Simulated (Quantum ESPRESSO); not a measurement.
## BaZrO3 (Pm-3m): modes at Γ and the response to a field

Which modes does BaZrO3 (Pm-3m) have at the zone centre?

Calculated with Quantum ESPRESSO 7.5; DFT LDA, scalar-relativistic, plane waves, PseudoDojo norm-conserving pseudopotentials.

**Measured values to reproduce.**

For BaZrO3, cubic perovskite (undoped submicron crystals from molten salt synthesis), “Excitation-Dependent Photoluminescence of BaZrO3:Eu3+ Crystals” (2022, pmc:9457899) gives, by XRD Rietveld refinement: lattice constant a (a, undoped) 4.1947 ± 0.0002 Å [submicron molten-salt powder; measurement temperature not stated].

“Broadband dielectric spectroscopy of Ba(Zr,Ti)O3: dynamics of relaxors and diffuse ferroelectrics” (2013, arxiv:1312.3131) quotes from earlier work for BaZrO3, cubic perovskite (ceramic, earlier study, 300 K): static dielectric constant (static permittivity) about 36 [polycrystalline ceramic; value quoted from the authors' earlier paper].

This is a report of a sequence of runs, with most program output left out.

**1. Starting point**

Symmetry: Pm-3m, No. 221, cubic system. Conventional cell: a = 4.191 Å, b = 4.191 Å, c = 4.191 Å, α = 90.00°, β = 90.00°, γ = 90.00°. Nearest to Ba lie 12 O at 2.96 Å. Nearest to Zr lie 6 O at 2.10 Å. O has 2 Zr at 2.10 Å and 4 Ba at 2.96 Å nearest. Farther neighbours and most contacts between anions are not listed.

As a file:

```
Ba Zr O
1.0
     4.19134    0.00000    0.00000
     0.00000    4.19134    0.00000
     0.00000    0.00000    4.19134
Ba Zr O
1 1 3
Direct
  0.00000 0.00000 0.00000
  0.50000 0.50000 0.50000
  0.00000 0.50000 0.50000
  0.50000 0.00000 0.50000
  0.50000 0.50000 0.00000
```

**2. A first look**

A cheap run with smearing and empty bands tells whether the crystal has a gap, which decides between fixed occupations and smearing later on.

File probe.in:

```
 &control
    calculation='scf',
    prefix='x',
    outdir='./tmp',
    pseudo_dir='./pseudo',
    tprnfor=.true.,
    tstress=.true.,
    verbosity='high',
 /
 &system
    ibrav=1,
    celldm(1)=7.9204847,
    nat=5,
    ntyp=3,
    ecutwfc=72.0,
    occupations='smearing',
    smearing='gaussian',
    degauss=0.01,
 /
 &electrons
    conv_thr=1.0d-07,
    mixing_beta=0.7,
    electron_maxstep=100,
 /
ATOMIC_SPECIES
 Ba    137.3270  Ba.upf
 Zr     91.2240  Zr.upf
 O      15.9990  O.upf
ATOMIC_POSITIONS crystal
 Ba     0.000000000   0.000000000   0.000000000
 Zr     0.500000000   0.500000000   0.500000000
 O      0.000000000   0.500000000   0.500000000
 O      0.500000000   0.000000000   0.500000000
 O      0.500000000   0.500000000   0.000000000
K_POINTS automatic
 4 4 4 0 0 0
```

The run is started by

```sh
$ OMP_NUM_THREADS=1 mpirun -n 4 pw.x -nk 4 -in probe.in > probe.out
```

Wall time 7.9 s (4 MPI ranks of Arm Neoverse V1, shared host).

Numbers from this step:

| Property | Result |
| --- | --- |
| volume per atom | 14.73 Å³ |
| pressure | -5.648 GPa |
| gap on the k-mesh | 3.105 eV |

A gap of 3.1 eV opens on this mesh, so the crystal is taken as an insulator; the start stands at -5.6 GPa.

**3. Relaxation**

The harmonic expansion starts where the forces on the atoms vanish, and stress shifts the frequencies, so cell and atoms are relaxed with tight thresholds.

File relax.in:

```
 &control
    calculation='vc-relax',
    prefix='x',
    outdir='./tmp',
    pseudo_dir='./pseudo',
    tprnfor=.true.,
    tstress=.true.,
    forc_conv_thr=2.0d-05,
    etot_conv_thr=1.0d-07,
    nstep=40,
 /
 &system
    ibrav=1,
    celldm(1)=7.9204847,
    nat=5,
    ntyp=3,
    ecutwfc=72.0,
    occupations='fixed',
    nbnd=22,
 /
 &electrons
    conv_thr=1.0d-11,
    mixing_beta=0.7,
    electron_maxstep=100,
 /
 &ions
 /
 &cell
    press_conv_thr=0.2,
 /
ATOMIC_SPECIES
 Ba    137.3270  Ba.upf
 Zr     91.2240  Zr.upf
 O      15.9990  O.upf
ATOMIC_POSITIONS crystal
 Ba     0.000000000   0.000000000   0.000000000
 Zr     0.500000000   0.500000000   0.500000000
 O      0.000000000   0.500000000   0.500000000
 O      0.500000000   0.000000000   0.500000000
 O      0.500000000   0.500000000   0.000000000
K_POINTS automatic
 6 6 6 0 0 0
```

The run is started by

```sh
$ OMP_NUM_THREADS=1 mpirun -n 4 pw.x -nk 4 -in relax.in > relax.out
```

It took 79 s on 4 MPI ranks; 5 min of CPU time.

The steps of the relaxation:

| step | energy less that of the first step (eV) | largest force (eV/Å) | pressure (GPa) | volume (Å³) |
| --- | --- | --- | --- | --- |
| 1 | 0.0000 | 0.0000 | -5.67 | 73.63 |
| 2 | -0.0430 | 0.0000 | -0.74 | 71.52 |
| 3 | -0.0436 | 0.0000 | 0.04 | 71.22 |
| 4 | -0.0436 | 0.0000 | 0.00 | 71.23 |
| 5 | -0.0436 | 0.0000 | 0.00 | 71.23 |
| 6 | -0.0338 | 0.0000 | -0.23 | 71.23 |

| conventional cell, symmetrised | before | after | change |
| --- | --- | --- | --- |
| a (Å) | 4.191 | 4.145 | -1.1 % |
| b (Å) | 4.191 | 4.145 | -1.1 % |
| c (Å) | 4.191 | 4.145 | -1.1 % |
| volume (Å³/atom) | 14.73 | 14.25 | -3.3 % |

Final coordinates:

```
CELL_PARAMETERS angstrom
4.14529 0.00000 0.00000
0.00000 4.14529 0.00000
0.00000 0.00000 4.14529
ATOMIC_POSITIONS crystal
Ba 0.00000 0.00000 0.00000
Zr 0.50000 0.50000 0.50000
O 0.00000 0.50000 0.50000
O 0.50000 0.00000 0.50000
O 0.50000 0.50000 0.00000
```

The last row of the table of steps is pw.x's closing run on a basis chosen anew for the final cell, so its energy can jump.

This step gave:

```yaml
volume_per_atom: 14.25 Å³
pressure: -0.227 GPa
gap_on_the_k_mesh: 3.180 eV
```

The volume changes by -3.3 % from the cell with which this run began.

**4. Relaxation**

A variable-cell run keeps the plane waves of its start, so its end shows a stress on a fresh basis; a second run from that cell removes it.

Changes to relax.in since step 3:

```diff
@@ -13,3 +13,3 @@
     ibrav=1,
-    celldm(1)=7.9204847,
+    celldm(1)=7.83346727,
     nat=5,
```

It took 1.7 min on 4 MPI ranks.

Little changed from the start: no atom moved by 0.005 Å and no cell edge by 0.1 %.

The last row of the table of steps is pw.x's closing run on a basis chosen anew for the final cell, so its energy can jump.

Read from the output:

- volume per atom: 14.23 Å³
- pressure: -0.006000 GPa
- gap on the k-mesh: 3.182 eV

**5. Self-consistent run for the response**

The response is built on this ground state, so it is converged far tighter than an energy would need. With a gap, occupations are fixed, which also allows the response to an electric field.

File scf.in:

```
 &control
    calculation='scf',
    prefix='x',
    outdir='./tmp',
    pseudo_dir='./pseudo',
    tprnfor=.true.,
    tstress=.true.,
 /
 &system
    ibrav=1,
    celldm(1)=7.83025844,
    nat=5,
    ntyp=3,
    ecutwfc=72.0,
    occupations='fixed',
    nbnd=22,
 /
 &electrons
    conv_thr=1.0d-12,
    mixing_beta=0.7,
    electron_maxstep=100,
 /
ATOMIC_SPECIES
 Ba    137.3270  Ba.upf
 Zr     91.2240  Zr.upf
 O      15.9990  O.upf
ATOMIC_POSITIONS crystal
 Ba     0.000000000   0.000000000   0.000000000
 Zr     0.500000000   0.500000000   0.500000000
 O      0.000000000   0.500000000   0.500000000
 O      0.500000000   0.000000000   0.500000000
 O      0.500000000   0.500000000   0.000000000
K_POINTS automatic
 6 6 6 0 0 0
```

The run is started by

```sh
$ OMP_NUM_THREADS=1 mpirun -n 4 pw.x -nk 4 -in scf.in > scf.out
```

Elapsed: 34 s, on 4 MPI ranks; 87 s of CPU time.

Numbers from this step:

| Item | Value |
| --- | --- |
| pressure | -0.005 GPa |

The cell stands at -0.005 GPa, close enough for phonons.

**6. Linear response at Γ**

At q = 0 one unit cell holds all displacements; symmetry groups them into irreducible representations that are solved one by one. The response to a field gives ε∞ and the Born charges, which polar modes need.

File ph.in:

```
phonons
 &inputph
    prefix='x',
    outdir='./tmp',
    fildyn='g.dyn',
    tr2_ph=1.0d-18,
    epsil=.true.,
 /
0.000000000000 0.000000000000 0.000000000000
```

The run is started by

```sh
$ OMP_NUM_THREADS=1 mpirun -n 4 ph.x -nk 4 -in ph.in > ph.out
```

Run time: 12 min. Hardware: 4 MPI ranks; 46 min of CPU time.

This step gave:

| Quantity | Value |
| --- | --- |
| miss of the charge sum rule | 0.01080 e |
| largest acoustic frequency at the zone centre before the sum rule | 1.93 cm⁻¹ |
| highest optical zone-centre mode (no LO-TO term) | 530.8 cm⁻¹ |
| lowest optical zone-centre mode | 99.28 cm⁻¹ |
| mean high-frequency dielectric constant | 4.902 |
| largest Born charge in size (third of the trace) | 6.115 e |

Born charge (rows field, columns displacement), before the sum rule (e), principal values of the symmetric part by kind of site:

| atom | atoms with these values | low | middle | high | mean |
| --- | --- | --- | --- | --- | --- |
| Ba1 | 1 | 2.74 | 2.74 | 2.74 | 2.74 |
| Zr2 | 1 | 6.11 | 6.11 | 6.11 | 6.11 |
| O3 | 3 | -4.80 | -2.03 | -2.03 | -2.95 |

In full for Ba1:

```
2.74 0.00 0.00
0.00 2.74 0.00
0.00 0.00 2.74
```

High-frequency dielectric tensor:

```
4.90 0.00 0.00
0.00 4.90 0.00
0.00 0.00 4.90
```

The acoustic modes at Γ come out as far as 1.9 cm⁻¹ from zero, where they should vanish, a small numerical error; the Born charges miss their sum rule by 0.011 e, which is good.

**7. Zone-centre analysis**

A rigid shift of the crystal must cost nothing, but grids and finite bases break this; the acoustic sum rule is imposed before the matrix is diagonalised again. With Born charges the intensities follow, and the static dielectric tensor.

File dynmat.in:

```
 &input
    fildyn='g.dyn',
    asr='simple',
    fileig='dynmat.eig',
    lperm=.true.,
 /
```

The run is started by

```sh
$ dynmat.x -in dynmat.in > dynmat.out
```

The job ended after 0.57 s (1 thread).

Read from the output:

* lowest optical zone-centre mode: 99.24 cm⁻¹
* mean static dielectric constant: 62.85

Unit eigenvectors of the mass-weighted matrix after the sum rule; no LO-TO term. The modes at Γ (shares of kinetic energy by element, %):

| mode | frequency (cm⁻¹) | symmetry | Ba % | Zr % | O % |
| --- | --- | --- | --- | --- | --- |
| 1 | 0.0 | acoustic | 50 | 33 | 17 |
| 2 | 0.0 | acoustic | 50 | 33 | 17 |
| 3 | 0.0 | acoustic | 50 | 33 | 17 |
| 4 | 99.2 | T1u | 42 | 9 | 50 |
| 5 | 99.2 | T1u | 42 | 9 | 50 |
| 6 | 99.2 | T1u | 42 | 9 | 50 |
| 7 | 171.6 | T2u | 0 | 0 | 100 |
| 8 | 171.6 | T2u | 0 | 0 | 100 |
| 9 | 171.6 | T2u | 0 | 0 | 100 |
| 10 | 194.1 | T1u | 9 | 56 | 36 |
| 11 | 194.1 | T1u | 9 | 56 | 36 |
| 12 | 194.1 | T1u | 9 | 56 | 36 |
| 13 | 530.8 | T1u | 0 | 3 | 97 |
| 14 | 530.8 | T1u | 0 | 3 | 97 |
| 15 | 530.8 | T1u | 0 | 3 | 97 |

Displacements in mode 5 (99.2 cm⁻¹), the largest set to 1:
```
Ba1  0.48  0.06  0.00
Zr2 -0.27 -0.03  0.00
O3  -0.58 -0.13  0.00
O4  -1.00 -0.07  0.00
O5  -1.00 -0.13  0.00
```

Displacements in mode 12 (194.1 cm⁻¹), the largest set to 1:
```
Ba1 -0.24 -0.07  0.09
Zr2  0.75  0.22 -0.30
O3  -0.21 -0.30  0.40
O4  -1.00 -0.06  0.40
O5  -1.00 -0.30  0.08
```

Degenerate modes summed, no LO-TO term. Lines of the infrared spectrum (strongest = 100):

| position (cm⁻¹) | lines merged | label | IR intensity, relative |
| --- | --- | --- | --- |
| 99 | 3 | T1u | 57 |
| 172 | 3 | T2u | 0.0 |
| 194 | 3 | T1u | 90 |
| 531 | 3 | T1u | 100 |

Static dielectric tensor (ions relaxed, fixed cell):

```
62.85  0.00  0.00
 0.00 62.85  0.00
 0.00  0.00 62.85
```

The rule moves no optical mode by more than 0.1 cm⁻¹.

**8. The LO-TO splitting (1 0 0)**

A longitudinal polar mode sets up a macroscopic field that stiffens it; the term hangs on the direction from which q goes to zero.

File dynmat.in:

```
 &input
    fildyn='g.dyn',
    asr='simple',
    fileig='dynmat.eig',
    q(1)=1.0,
    q(2)=0.0,
    q(3)=0.0,
 /
```

The run is started by

```sh
$ dynmat.x -in dynmat.in > dynmat.out
```

The job ended after 0.51 s (1 thread).

This step gave:

```yaml
highest_mode_moved_by_the_lo_to_term: 719.5 cm⁻¹
```

Zone-centre frequencies as printed; negative means imaginary. Modes:

| mode | frequency (cm⁻¹) |
| --- | --- |
| 1 | 0 |
| 2 | 0 |
| 3 | 0 |
| 4 | 99.24 |
| 5 | 99.24 |
| 6 | 139.2 |
| 7 | 171.6 |
| 8 | 171.6 |
| 9 | 171.6 |
| 10 | 194.1 |
| 11 | 194.1 |
| 12 | 365.4 |
| 13 | 530.8 |
| 14 | 530.8 |
| 15 | 719.5 |

The field moves 3 modes; the highest of them now lies at 720 cm⁻¹, where the highest that moved away lay at 531.

**9. Summary of results**

```
space group after relaxation                                           : Pm-3m
volume per atom                                                        : 14.2 Å³
gap on the k-mesh                                                      : 3.18 eV
highest optical zone-centre mode (no LO-TO term)                       : 530.8 cm⁻¹
lowest optical zone-centre mode                                        : 99.2 cm⁻¹
highest mode moved by the LO-TO term                                   : 719.5 cm⁻¹
mean high-frequency dielectric constant                                : 4.90
largest Born charge in size (third of the trace)                       : 6.11 e
mean static dielectric constant                                        : 62.9
imaginary optical modes at the zone centre (no q mesh in this session) : none
```

At the LDA level the optical modes of BaZrO3 (Pm-3m) at the zone centre (no LO-TO term) run from 99 to 531 cm⁻¹. Along the directions run, the highest mode that the macroscopic field moves lies at 720 cm⁻¹. Lattice motion raises the mean dielectric constant from 4.902 to 62.85. Of the 12 optical modes, 9 are infrared active alone and 3 are silent. Left out of this account: PBE with PseudoDojo NC, since it is gradient-corrected and no frozen-mode check or second program bears its response out. What is said of the levels holds for those shown. These are harmonic frequencies at zero temperature: anharmonic shifts and linewidths and thermal expansion are left out. Spin-orbit coupling is left out, which can matter for the heavy elements here. The relaxation ran at 72 Ry, under the 84 Ry recommended for these files; the stress of so short a basis can leave the cell about one per cent too small. The published file for Ba has no f projectors, which tends to make oxide cells too large.

Comparison with the measured values:

| quantity | measured | LDA PseudoDojo norm-conserving, Quantum ESPRESSO |
| --- | --- | --- |
| lattice constant a (Å) | 4.1947 | 4.144 (-1.2 %) |
| static dielectric constant (mean of the tensor) | 36 | 62.85 (+74.6 %) |

Measured values from pmc:9457899 (2022) and arxiv:1312.3131 (2013).

**Verdict.** The lattice constant a is off by -1.2 %: fair agreement. The static dielectric constant is off by +74.6 %. The grades are ours: good and fair within 0.7 and 1.5 % for the lattice constant a and 10 and 25 % for the static dielectric constant. For lattice constants and static dielectric constant the calculation has a static lattice, without zero-point motion or thermal expansion (measured at up to 300 K).

[Host names and launcher messages were left out of these logs when they were recorded.]

[Logs are printed without paths, hosts, clocks, repeated set-up lines and the standing remarks that a program may print on its own settings, such as how far it seeks lower states.]

[Hosts, paths, dates, database ids (printed as entryN), source tags and the programs' standing remarks are cut or masked in the printed files.]
